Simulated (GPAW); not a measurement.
Consider Si2W (I4/mmm).

```cif
data_structure
_symmetry_space_group_name_H-M 'P 1'
_symmetry_Int_Tables_number 1
_cell_length_a 4.5267
_cell_length_b 4.5267
_cell_length_c 4.5267
_cell_angle_alpha 138.415
_cell_angle_beta 138.415
_cell_angle_gamma 60.268
_cell_volume 40.44
loop_
_atom_site_label
_atom_site_type_symbol
_atom_site_fract_x
_atom_site_fract_y
_atom_site_fract_z
_atom_site_occupancy
W1 W 0.00000 0.00000 0.00000 1
Si2 Si 0.66530 0.66530 0.00000 1
Si3 Si 0.33470 0.33470 0.00000 1
```

Absorber: atom 2, with 1 Si at 2.59 Å, 5 W at 2.62 Å, 4 Si at 2.63 Å and 4 Si at 3.21 Å (14-fold, site symmetry 4mm). Method: GPAW, PBE, excited-electron core hole (neutral cell), 27-atom cell with 7.8 Å between holes, 5×5×5 k points, dipole transitions, Gaussian full width 0.9 eV up to 4 eV, rising linearly to 3.5 eV at 25 eV, without spin-orbit coupling.

Question: What does the Si K edge look like?

Main maxima up to 24 eV above the zero (height): 1.8 eV (1.51), 3.9 eV (1.64), 6.3 eV (1.65) and 18.5 eV (0.74). A K edge sees empty p states on the absorber. The total-energy difference is 1852.07 eV. One term is added: -14.97 eV, since the hole is spin-paired here and a spin-polarised one costs that much less in the free atom (computed apart). The photon energy is then 1837.10 eV. The tabulated edge of the element is 1839 eV. The functional leaves an error of a few eV in such absolute values.

The Si K spectrum (energy from the lowest empty level; intensity scaled to a mean of 1 over the first 20 eV; polarised curves are means over the symmetry-equivalent atoms):

```tsv
E (eV)	isotropic	ε ⊥ c	ε ∥ c
-2.0	0.00	0.00	0.00
-1.0	0.00	0.00	0.00
0.0	0.30	0.37	0.16
1.0	1.08	1.35	0.55
2.0	1.47	1.53	1.37
3.0	1.27	1.14	1.52
4.0	1.63	1.57	1.73
5.0	1.30	1.31	1.28
6.0	1.62	1.55	1.76
7.0	1.54	1.33	1.96
8.0	1.28	1.22	1.40
9.0	1.10	1.07	1.16
10.0	0.97	1.00	0.91
11.0	0.81	0.84	0.75
12.0	0.74	0.74	0.74
13.0	0.71	0.71	0.72
14.0	0.59	0.58	0.62
15.0	0.52	0.49	0.56
16.0	0.58	0.54	0.65
17.0	0.68	0.63	0.80
18.0	0.73	0.69	0.81
19.0	0.73	0.74	0.71
20.0	0.72	0.77	0.63
21.0	0.69	0.76	0.56
22.0	0.65	0.72	0.50
23.0	0.60	0.67	0.45
24.0	0.58	0.66	0.44
25.0	0.61	0.68	0.46
26.0	0.66	0.72	0.53
27.0	0.71	0.75	0.63
28.0	0.74	0.75	0.73
29.0	0.76	0.73	0.83
30.0	0.77	0.72	0.89
31.0	0.78	0.72	0.90
```

The structure is a published determination, not relaxed.

[Banner, clock and machine lines of the logs are left out without a mark of their own.]

[Logs are printed without paths, hosts, clocks, repeated set-up lines and the standing remarks that a program may print on its own settings, such as how far it seeks lower states.]

[Hosts, paths, dates, database ids (printed as entryN), source tags and the programs' standing remarks are cut or masked in the printed files.]

[Lists of maxima count a maximum above −3 eV only where it reaches 4 % of the highest in the window and stands out from its surroundings by 2 % of it (1.5 % where it reaches 55 %); shoulders and weaker maxima are passed over, and of the rest the first, up to two pre-edge ones and the few strongest are named.]
